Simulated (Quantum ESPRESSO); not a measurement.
# Voltage at the next charge: Ta(100), 5 layers against an electrode

**Set-up.** Quantum ESPRESSO 7.5, PBE, GBRV ultrasoft; ESM with bc3, a metal electrode 5.09 Å above the top atoms; cell area 10.956 Å²; ions fixed. V is the potential energy of an electron at the electrode over the slab's Fermi level, divided by e, so that it equals the work function at zero charge; positive charge removes electrons.

```tsv
charge (e a cell)	V (V)
0	3.748
0.0164	4.520
0.0329	5.329
```

One more run was made and is withheld. What is V at a charge of 0.0657 e, and what capacitance do the rows imply?

**Fit.** The last two rows give dV/dq = (5.329 − 4.520)/(0.0329 − 0.0164) = 49.0 V/e, so C = 1602/(10.956 × 49.0) = 2.98 µF/cm², an effective gap of 8.854/2.98 = 2.97 Å. At constant C, V = 5.329 + 49.0 × 0.0328 = 6.94 V.

**Check.** V = 7.028 V; the estimate misses by −0.09 V, 5.4 % of the step. Over the three intervals C goes 3.11, 2.98 and 2.82 µF/cm²: it falls as electrons leave, the surface charge drawing back towards the atoms.

Caveats: Vacuum fills the gap; a dielectric or electrolyte would change C. The slab is thin.

[Logs are printed without paths, hosts, clocks, repeated set-up lines and the standing remarks that a program may print on its own settings, such as how far it seeks lower states.]
